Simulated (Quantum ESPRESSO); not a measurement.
# Co(0001), 4 layers: vacuum convergence, part 2 of 3

Aim: how far one choice must go before the vacuum level and the energy of Co(0001), 4 layers stand still, and what it costs.

Quantum ESPRESSO 7.5; plane-wave DFT, PBE, GBRV ultrasoft pseudopotentials.

So far. Step 2 (Self-consistent run: 24 Å of vacuum): The run needed 19 iterations to bring the estimated error under 1e-07 Ry; the largest force on any atom, held or free, is 0.52 eV/Å. The cell keeps a moment of 7.0 μB. Step 3 (Potential by pp.x): Inside the slab this potential holds the local part of the pseudopotentials, which can be repulsive at the nuclei; only its value in the vacuum has a meaning of its own.

## Step 4: SCF with pw.x: 18 Å of vacuum

Input file c2.in:

```
&control
  prefix = 'c2'
  outdir = './out'
  pseudo_dir = './pseudo'
  calculation = 'scf'
  tprnfor = .true.
/
&system
  ibrav = 0
  nat = 4
  ntyp = 1
  ecutwfc = 40
  ecutrho = 200
  occupations = 'smearing'
  smearing = 'mv'
  degauss = 0.02
  nspin = 2
  starting_magnetization(1) = 0.28
/
&electrons
  conv_thr = 1e-07
  mixing_beta = 0.4
  electron_maxstep = 120
  mixing_mode = 'local-TF'
/
ATOMIC_SPECIES
  Co  58.9332  co_pbe_v1.2.uspp.F.UPF
CELL_PARAMETERS angstrom
  2.51000000000000 0.00000000000000 0.00000000000000
  1.25500000000000 2.17372376349894 0.00000000000000
  0.00000000000000 0.00000000000000 24.10683000000000
ATOMIC_POSITIONS crystal
  Co  0.666666666700 0.666666666700 0.373338178433
  Co  0.000000000000 0.000000000000 0.457779392811
  Co  0.666666666700 0.666666666700 0.542220607189
  Co  0.000000000000 0.000000000000 0.626661821567
K_POINTS automatic
  12 12 1 0 0 0
```

On the command line:

```
$ OMP_NUM_THREADS=1 mpirun -n 4 pw.x -nk 4 -in c2.in > c2.out
```

The program printed:

```text
[banner, memory and clock lines left out]
Program PWSCF v.7.5 starts
[...]
Message from routine setup:
[...]
number of electrons       =        68.00
     number of Kohn-Sham states=           41
     kinetic-energy cutoff     =      40.0000  Ry
     charge density cutoff     =     200.0000  Ry
[...]
number of k points=    19  Marzari-Vanderbilt smearing, width (Ry)=  0.0200
[...]
Dense  grid:    42589 G-vectors     FFT dimensions: (  24,  24, 216)
[...]
negative rho (up, down):  8.204E-05 4.615E-05
     Starting wfcs are   52 randomized atomic wfcs
[...]
negative rho (up, down):  8.457E-02 4.283E-02
[...]
estimated scf accuracy    <     190.12383502 Ry
     total magnetization       =     5.88 Bohr mag/cell
     absolute magnetization    =     6.63 Bohr mag/cell
[...]
negative rho (up, down):  3.642E-02 1.644E-02
[...]
estimated scf accuracy    <       1.64367955 Ry
     total magnetization       =     8.19 Bohr mag/cell
     absolute magnetization    =     8.72 Bohr mag/cell
[...]
negative rho (up, down):  1.822E-02 7.272E-03
[...]
estimated scf accuracy    <       0.58033634 Ry
     total magnetization       =     7.40 Bohr mag/cell
     absolute magnetization    =     8.11 Bohr mag/cell
[...]
negative rho (up, down):  5.356E-05 8.777E-06
[...]
estimated scf accuracy    <       0.79429346 Ry
     total magnetization       =     7.46 Bohr mag/cell
     absolute magnetization    =     8.19 Bohr mag/cell
[...]
negative rho (up, down):  1.912E-04 3.830E-04
[...]
estimated scf accuracy    <       0.16600011 Ry
     total magnetization       =     7.15 Bohr mag/cell
     absolute magnetization    =     7.90 Bohr mag/cell
[...]
negative rho (up, down):  2.205E-05 4.581E-05
[...]
estimated scf accuracy    <       0.09935338 Ry
     total magnetization       =     6.92 Bohr mag/cell
     absolute magnetization    =     7.70 Bohr mag/cell
[...]
estimated scf accuracy    <       0.08262192 Ry
     total magnetization       =     6.92 Bohr mag/cell
     absolute magnetization    =     7.68 Bohr mag/cell
[...]
estimated scf accuracy    <       0.06707680 Ry
     total magnetization       =     6.95 Bohr mag/cell
     absolute magnetization    =     7.69 Bohr mag/cell
[...]
estimated scf accuracy    <       0.06789451 Ry
     total magnetization       =     6.95 Bohr mag/cell
     absolute magnetization    =     7.68 Bohr mag/cell
[...]
negative rho (up, down):  1.418E-02 1.629E-02
[...]
estimated scf accuracy    <       0.08239509 Ry
     total magnetization       =     6.93 Bohr mag/cell
     absolute magnetization    =     7.69 Bohr mag/cell
[...]
negative rho (up, down):  1.325E-02 1.505E-02
[...]
estimated scf accuracy    <       0.05245641 Ry
     total magnetization       =     6.98 Bohr mag/cell
     absolute magnetization    =     8.01 Bohr mag/cell
[...]
negative rho (up, down):  1.164E-02 1.268E-02
[...]
estimated scf accuracy    <       0.03799464 Ry
     total magnetization       =     7.00 Bohr mag/cell
     absolute magnetization    =     8.00 Bohr mag/cell
[...]
negative rho (up, down):  6.039E-03 5.593E-03
[...]
estimated scf accuracy    <       0.01417224 Ry
     total magnetization       =     6.98 Bohr mag/cell
     absolute magnetization    =     7.91 Bohr mag/cell
[...]
negative rho (up, down):  5.057E-03 4.353E-03
[...]
estimated scf accuracy    <       0.00228873 Ry
     total magnetization       =     6.98 Bohr mag/cell
     absolute magnetization    =     7.78 Bohr mag/cell
[...]
negative rho (up, down):  1.212E-03 9.556E-04
[...]
estimated scf accuracy    <       0.00052862 Ry
     total magnetization       =     6.99 Bohr mag/cell
     absolute magnetization    =     7.79 Bohr mag/cell
[...]
negative rho (up, down):  7.261E-04 7.069E-04
[...]
estimated scf accuracy    <       0.00021170 Ry
     total magnetization       =     6.99 Bohr mag/cell
     absolute magnetization    =     7.77 Bohr mag/cell
[...]
negative rho (up, down):  2.233E-04 1.856E-04
[...]
estimated scf accuracy    <       0.00001977 Ry
     total magnetization       =     6.98 Bohr mag/cell
     absolute magnetization    =     7.77 Bohr mag/cell
[...]
negative rho (up, down):  4.689E-05 1.549E-05
[...]
estimated scf accuracy    <       0.00000804 Ry
     total magnetization       =     6.98 Bohr mag/cell
     absolute magnetization    =     7.76 Bohr mag/cell
[...]
negative rho (up, down):  3.791E-05 1.561E-05
[...]
estimated scf accuracy    <       0.00000067 Ry
     total magnetization       =     6.98 Bohr mag/cell
     absolute magnetization    =     7.76 Bohr mag/cell
[...]
negative rho (up, down):  3.295E-05 1.315E-05
[...]
estimated scf accuracy    <       0.00000018 Ry
     total magnetization       =     6.98 Bohr mag/cell
     absolute magnetization    =     7.76 Bohr mag/cell
[...]
negative rho (up, down):  3.685E-05 1.448E-05
[...]
the Fermi energy is     2.8576 ev
!    total energy              =   -1193.84443840 Ry
     estimated scf accuracy    <       0.00000001 Ry
     smearing contrib. (-TS)   =       0.00219563 Ry
     internal energy E=F+TS    =   -1193.84663403 Ry
[...]
one-electron contribution =  -10801.69630985 Ry
     hartree contribution      =    5405.80862954 Ry
     xc contribution           =    -130.52811609 Ry
     ewald contribution        =    4332.56916238 Ry
     total magnetization       =     6.98 Bohr mag/cell
     absolute magnetization    =     7.76 Bohr mag/cell
     convergence has been achieved in  21 iterations
     negative rho (up, down):  3.685E-05 1.448E-05
[...]
Total force =     0.039861     Total SCF correction =     0.001127
[...]
```

Wall time 76 s (4 MPI ranks of Arm Neoverse V1, shared host); peak memory 0.55 GiB.

Numbers from this step:

```
free energy            : -16243.0811 eV
Fermi energy           : 2.858 eV
magnetization          : 6.98 μB
absolute magnetization : 7.76 μB
```

The program's own clock; routines nest. Time by routine:

```tsv
routine	wall time (s)	calls
PWSCF	75.18	1
electrons	73.03	1
c_bands	55.1	21
cegterg	50.49	210
h_psi	39.33	774
fftw	38.73	49068
vloc_psi	34.78	774
sum_band	10.07	21
mix_rho	5.07	21
ffts	3.62	2222
calbec	3.34	1024
h_psi:calbec	2.24	774
add_vuspsi	2.22	774
s_psi	2.2	774
```

## Step 5: Potential by pp.x

Input file c2.pot.in:

```
&inputpp
  prefix = 'c2'
  outdir = './out'
  filplot = 'c2.pot.dat'
  plot_num = 11
/
```

On the command line:

```
$ OMP_NUM_THREADS=1 mpirun -n 4 pp.x -in c2.pot.in > c2.pot.out
```

It took 0.8 s on 4 MPI ranks; peak memory 0.1 GiB; 2.9 s of CPU time.

Read from the output:

```
potential in the middle of the vacuum, over the Fermi level : 5.012 eV
```

Counted from each run's own zero (the Fermi level), the vacuum level differs from the first run's by +1 meV.

## Step 6: Self-consistent run: 14 Å of vacuum

Input file c4.in:

```
&control
  prefix = 'c4'
  outdir = './out'
  pseudo_dir = './pseudo'
  calculation = 'scf'
  tprnfor = .true.
/
&system
  ibrav = 0
  nat = 4
  ntyp = 1
  ecutwfc = 40
  ecutrho = 200
  occupations = 'smearing'
  smearing = 'mv'
  degauss = 0.02
  nspin = 2
  starting_magnetization(1) = 0.28
/
&electrons
  conv_thr = 1e-07
  mixing_beta = 0.4
  electron_maxstep = 120
  mixing_mode = 'local-TF'
/
ATOMIC_SPECIES
  Co  58.9332  co_pbe_v1.2.uspp.F.UPF
CELL_PARAMETERS angstrom
  2.51000000000000 0.00000000000000 0.00000000000000
  1.25500000000000 2.17372376349894 0.00000000000000
  0.00000000000000 0.00000000000000 20.10683000000000
ATOMIC_POSITIONS crystal
  Co  0.666666666700 0.666666666700 0.348140408011
  Co  0.000000000000 0.000000000000 0.449380136004
  Co  0.666666666700 0.666666666700 0.550619863996
  Co  0.000000000000 0.000000000000 0.651859591989
K_POINTS automatic
  12 12 1 0 0 0
```

On the command line:

```
$ OMP_NUM_THREADS=1 mpirun -n 4 pw.x -nk 4 -in c4.in > c4.out
```

The program printed:

```text
[banner, memory and clock lines left out]
Program PWSCF v.7.5 starts
[...]
Message from routine setup:
[...]
number of electrons       =        68.00
     number of Kohn-Sham states=           41
     kinetic-energy cutoff     =      40.0000  Ry
     charge density cutoff     =     200.0000  Ry
[...]
number of k points=    19  Marzari-Vanderbilt smearing, width (Ry)=  0.0200
[...]
Dense  grid:    35487 G-vectors     FFT dimensions: (  24,  24, 180)
[...]
negative rho (up, down):  5.071E-05 2.852E-05
     Starting wfcs are   52 randomized atomic wfcs
[...]
negative rho (up, down):  5.550E-02 1.827E-02
[...]
estimated scf accuracy    <     126.22636634 Ry
     total magnetization       =     6.51 Bohr mag/cell
     absolute magnetization    =     7.37 Bohr mag/cell
[...]
negative rho (up, down):  2.042E-02 5.547E-03
[...]
estimated scf accuracy    <       2.04234915 Ry
     total magnetization       =     8.64 Bohr mag/cell
     absolute magnetization    =     9.14 Bohr mag/cell
[...]
negative rho (up, down):  6.414E-03 1.129E-03
[...]
estimated scf accuracy    <       0.52241882 Ry
     total magnetization       =     7.62 Bohr mag/cell
     absolute magnetization    =     8.34 Bohr mag/cell
[...]
estimated scf accuracy    <       0.89483459 Ry
     total magnetization       =     7.47 Bohr mag/cell
     absolute magnetization    =     8.24 Bohr mag/cell
[...]
negative rho (up, down):  0.000E+00 6.183E-07
[...]
estimated scf accuracy    <       0.15127576 Ry
     total magnetization       =     7.25 Bohr mag/cell
     absolute magnetization    =     8.03 Bohr mag/cell
[...]
negative rho (up, down):  0.000E+00 2.606E-07
[...]
estimated scf accuracy    <       0.08623049 Ry
     total magnetization       =     6.94 Bohr mag/cell
     absolute magnetization    =     7.74 Bohr mag/cell
[...]
estimated scf accuracy    <       0.07510788 Ry
     total magnetization       =     6.91 Bohr mag/cell
     absolute magnetization    =     7.69 Bohr mag/cell
[...]
estimated scf accuracy    <       0.06430023 Ry
     total magnetization       =     6.95 Bohr mag/cell
     absolute magnetization    =     7.70 Bohr mag/cell
[...]
negative rho (up, down):  0.000E+00 6.378E-08
[...]
estimated scf accuracy    <       0.03292452 Ry
     total magnetization       =     6.96 Bohr mag/cell
     absolute magnetization    =     7.68 Bohr mag/cell
[...]
negative rho (up, down):  9.488E-04 1.128E-03
[...]
estimated scf accuracy    <       0.03626975 Ry
     total magnetization       =     6.95 Bohr mag/cell
     absolute magnetization    =     7.70 Bohr mag/cell
[...]
negative rho (up, down):  3.551E-04 3.924E-04
[...]
estimated scf accuracy    <       0.00496302 Ry
     total magnetization       =     7.03 Bohr mag/cell
     absolute magnetization    =     7.78 Bohr mag/cell
[...]
negative rho (up, down):  1.420E-04 1.066E-05
[...]
estimated scf accuracy    <       0.00024627 Ry
     total magnetization       =     7.00 Bohr mag/cell
     absolute magnetization    =     7.78 Bohr mag/cell
[...]
negative rho (up, down):  6.101E-05 1.679E-06
[...]
estimated scf accuracy    <       0.00003790 Ry
     total magnetization       =     6.99 Bohr mag/cell
     absolute magnetization    =     7.78 Bohr mag/cell
[...]
negative rho (up, down):  5.103E-05 6.228E-05
[...]
estimated scf accuracy    <       0.00008371 Ry
     total magnetization       =     6.99 Bohr mag/cell
     absolute magnetization    =     7.77 Bohr mag/cell
[...]
negative rho (up, down):  2.952E-05 1.306E-05
[...]
estimated scf accuracy    <       0.00000306 Ry
     total magnetization       =     6.98 Bohr mag/cell
     absolute magnetization    =     7.77 Bohr mag/cell
[...]
negative rho (up, down):  2.222E-05 6.380E-06
[...]
estimated scf accuracy    <       0.00000085 Ry
     total magnetization       =     6.98 Bohr mag/cell
     absolute magnetization    =     7.77 Bohr mag/cell
[...]
negative rho (up, down):  1.874E-05 6.128E-06
[...]
the Fermi energy is     4.4219 ev
!    total energy              =   -1193.84442090 Ry
     estimated scf accuracy    <       0.00000005 Ry
     smearing contrib. (-TS)   =       0.00219433 Ry
     internal energy E=F+TS    =   -1193.84661523 Ry
[...]
one-electron contribution =   -7534.16069702 Ry
     hartree contribution      =    3775.95805450 Ry
     xc contribution           =    -130.52812208 Ry
     ewald contribution        =    2694.88414937 Ry
     total magnetization       =     6.98 Bohr mag/cell
     absolute magnetization    =     7.77 Bohr mag/cell
     convergence has been achieved in  17 iterations
     negative rho (up, down):  1.874E-05 6.128E-06
[...]
Total force =     0.039919     Total SCF correction =     0.001733
[...]
```

Wall time 52 s (4 MPI ranks); peak memory 0.48 GiB.

Numbers from this step:

| Quantity | Value |
| --- | --- |
| free energy | -16243.0808 eV |
| Fermi energy | 4.422 eV |
| absolute magnetization | 7.77 μB |

The program's own clock; routines nest. Time by routine:

```tsv
routine	wall time (s)	calls
PWSCF	50.97	1
electrons	49.13	1
c_bands	37.34	17
cegterg	33.75	170
h_psi	26.14	621
fftw	25.65	39360
vloc_psi	23.08	621
sum_band	6.7	17
mix_rho	3.2	17
ffts	2.3	1680
calbec	2.28	831
h_psi:calbec	1.51	621
add_vuspsi	1.49	621
s_psi	1.47	621
```

## Step 7: Potential by pp.x

Input file c4.pot.in:

```
&inputpp
  prefix = 'c4'
  outdir = './out'
  filplot = 'c4.pot.dat'
  plot_num = 11
/
```

On the command line:

```
$ OMP_NUM_THREADS=1 mpirun -n 4 pp.x -in c4.pot.in > c4.pot.out
```

Run time: 0.78 s. Hardware: 4 MPI ranks; peak memory 0.1 GiB.

Numbers from this step:

```
potential in the middle of the vacuum, over the Fermi level : 5.011 eV
```

Counted from each run's own zero (the Fermi level), the vacuum level differs from the first run's by +0 meV.

## Step 8: Ground state: 12 Å of vacuum

Input file c6.in:

```
&control
  prefix = 'c6'
  outdir = './out'
  pseudo_dir = './pseudo'
  calculation = 'scf'
  tprnfor = .true.
/
&system
  ibrav = 0
  nat = 4
  ntyp = 1
  ecutwfc = 40
  ecutrho = 200
  occupations = 'smearing'
  smearing = 'mv'
  degauss = 0.02
  nspin = 2
  starting_magnetization(1) = 0.28
/
&electrons
  conv_thr = 1e-07
  mixing_beta = 0.4
  electron_maxstep = 120
  mixing_mode = 'local-TF'
/
ATOMIC_SPECIES
  Co  58.9332  co_pbe_v1.2.uspp.F.UPF
CELL_PARAMETERS angstrom
  2.51000000000000 0.00000000000000 0.00000000000000
  1.25500000000000 2.17372376349894 0.00000000000000
  0.00000000000000 0.00000000000000 18.10683000000000
ATOMIC_POSITIONS crystal
  Co  0.666666666700 0.666666666700 0.331366672134
  Co  0.000000000000 0.000000000000 0.443788890711
  Co  0.666666666700 0.666666666700 0.556211109289
  Co  0.000000000000 0.000000000000 0.668633327866
K_POINTS automatic
  12 12 1 0 0 0
```

On the command line:

```
$ OMP_NUM_THREADS=1 mpirun -n 4 pw.x -nk 4 -in c6.in > c6.out
```

The program printed:

```text
[banner, memory and clock lines left out]
Program PWSCF v.7.5 starts
[...]
Message from routine setup:
[...]
number of electrons       =        68.00
     number of Kohn-Sham states=           41
     kinetic-energy cutoff     =      40.0000  Ry
     charge density cutoff     =     200.0000  Ry
[...]
number of k points=    19  Marzari-Vanderbilt smearing, width (Ry)=  0.0200
[...]
Dense  grid:    31955 G-vectors     FFT dimensions: (  24,  24, 160)
[...]
negative rho (up, down):  4.014E-05 2.258E-05
     Starting wfcs are   52 randomized atomic wfcs
[...]
negative rho (up, down):  2.762E-02 1.866E-02
[...]
estimated scf accuracy    <     107.47394155 Ry
     total magnetization       =     7.05 Bohr mag/cell
     absolute magnetization    =     7.36 Bohr mag/cell
[...]
negative rho (up, down):  9.284E-03 6.020E-03
[...]
estimated scf accuracy    <       1.94138229 Ry
     total magnetization       =     8.48 Bohr mag/cell
     absolute magnetization    =     9.02 Bohr mag/cell
[...]
negative rho (up, down):  1.743E-03 9.842E-04
[...]
estimated scf accuracy    <       0.47423498 Ry
     total magnetization       =     7.49 Bohr mag/cell
     absolute magnetization    =     8.23 Bohr mag/cell
[...]
estimated scf accuracy    <       0.88415435 Ry
     total magnetization       =     7.37 Bohr mag/cell
     absolute magnetization    =     8.15 Bohr mag/cell
[...]
estimated scf accuracy    <       0.14282151 Ry
     total magnetization       =     7.16 Bohr mag/cell
     absolute magnetization    =     7.94 Bohr mag/cell
[...]
estimated scf accuracy    <       0.07884011 Ry
     total magnetization       =     6.92 Bohr mag/cell
     absolute magnetization    =     7.71 Bohr mag/cell
[...]
estimated scf accuracy    <       0.06462518 Ry
     total magnetization       =     6.89 Bohr mag/cell
     absolute magnetization    =     7.66 Bohr mag/cell
[...]
estimated scf accuracy    <       0.04038275 Ry
     total magnetization       =     6.93 Bohr mag/cell
     absolute magnetization    =     7.67 Bohr mag/cell
[...]
negative rho (up, down):  1.147E-07 6.091E-08
[...]
estimated scf accuracy    <       0.02028599 Ry
     total magnetization       =     6.97 Bohr mag/cell
     absolute magnetization    =     7.69 Bohr mag/cell
[...]
negative rho (up, down):  4.483E-08 0.000E+00
[...]
estimated scf accuracy    <       0.00423166 Ry
     total magnetization       =     6.99 Bohr mag/cell
     absolute magnetization    =     7.75 Bohr mag/cell
[...]
negative rho (up, down):  3.675E-06 4.936E-08
[...]
estimated scf accuracy    <       0.00500247 Ry
     total magnetization       =     7.00 Bohr mag/cell
     absolute magnetization    =     7.76 Bohr mag/cell
[...]
negative rho (up, down):  2.415E-06 4.504E-07
[...]
estimated scf accuracy    <       0.00016538 Ry
     total magnetization       =     6.98 Bohr mag/cell
     absolute magnetization    =     7.76 Bohr mag/cell
[...]
negative rho (up, down):  1.506E-05 6.763E-06
[...]
estimated scf accuracy    <       0.00003406 Ry
     total magnetization       =     6.99 Bohr mag/cell
     absolute magnetization    =     7.77 Bohr mag/cell
[...]
negative rho (up, down):  1.159E-05 2.496E-06
[...]
estimated scf accuracy    <       0.00000115 Ry
     total magnetization       =     6.99 Bohr mag/cell
     absolute magnetization    =     7.77 Bohr mag/cell
[...]
negative rho (up, down):  7.380E-06 4.799E-07
[...]
estimated scf accuracy    <       0.00000029 Ry
     total magnetization       =     6.99 Bohr mag/cell
     absolute magnetization    =     7.77 Bohr mag/cell
[...]
negative rho (up, down):  1.010E-05 1.203E-06
[...]
estimated scf accuracy    <       0.00000021 Ry
     total magnetization       =     6.98 Bohr mag/cell
     absolute magnetization    =     7.77 Bohr mag/cell
[...]
negative rho (up, down):  1.064E-05 1.329E-06
[...]
the Fermi energy is     5.4650 ev
!    total energy              =   -1193.84441378 Ry
     estimated scf accuracy    <          2.3E-09 Ry
     smearing contrib. (-TS)   =       0.00219568 Ry
     internal energy E=F+TS    =   -1193.84660946 Ry
[...]
one-electron contribution =   -5981.50182894 Ry
     hartree contribution      =    3002.22945920 Ry
     xc contribution           =    -130.52802334 Ry
     ewald contribution        =    1915.95378361 Ry
     total magnetization       =     6.98 Bohr mag/cell
     absolute magnetization    =     7.76 Bohr mag/cell
     convergence has been achieved in  17 iterations
     negative rho (up, down):  1.064E-05 1.329E-06
[...]
Total force =     0.039560     Total SCF correction =     0.000382
[...]
```

It took 46 s on 4 MPI ranks; peak memory 0.44 GiB; 3.1 min of CPU time.

Read from the output:

```
free energy            : -16243.0807 eV
Fermi energy           : 5.465 eV
absolute magnetization : 7.76 μB
```

The program's own clock; routines nest. Time by routine:

```tsv
routine	wall time (s)	calls
PWSCF	45.29	1
electrons	43.62	1
c_bands	33.37	17
cegterg	30.16	170
h_psi	23.2	627
fftw	22.72	39274
vloc_psi	20.45	627
sum_band	6.01	17
mix_rho	2.54	17
calbec	2.05	837
ffts	1.76	1580
h_psi:calbec	1.36	627
add_vuspsi	1.34	627
s_psi	1.33	627
```

## Step 9: Potential by pp.x

Input file c6.pot.in:

```
&inputpp
  prefix = 'c6'
  outdir = './out'
  filplot = 'c6.pot.dat'
  plot_num = 11
/
```

On the command line:

```
$ OMP_NUM_THREADS=1 mpirun -n 4 pp.x -in c6.pot.in > c6.pot.out
```

Wall time 0.76 s (4 MPI ranks); peak memory 0.1 GiB.

Counted from each run's own zero (the Fermi level), the vacuum level differs from the first run's by -0 meV.

(Continued in part 3 of 3.)

[Logs are printed without paths, hosts, clocks, repeated set-up lines and the standing remarks that a program may print on its own settings, such as how far it seeks lower states.]

[Hosts, paths, dates, database ids (printed as entryN), source tags and the programs' standing remarks are cut or masked in the printed files.]

[Maps of the electrostatic potential energy from Ansatz leave out the sawtooth potential of an applied field or a dipole correction, so their vacuum need not be flat; planar profiles and work functions include it.]
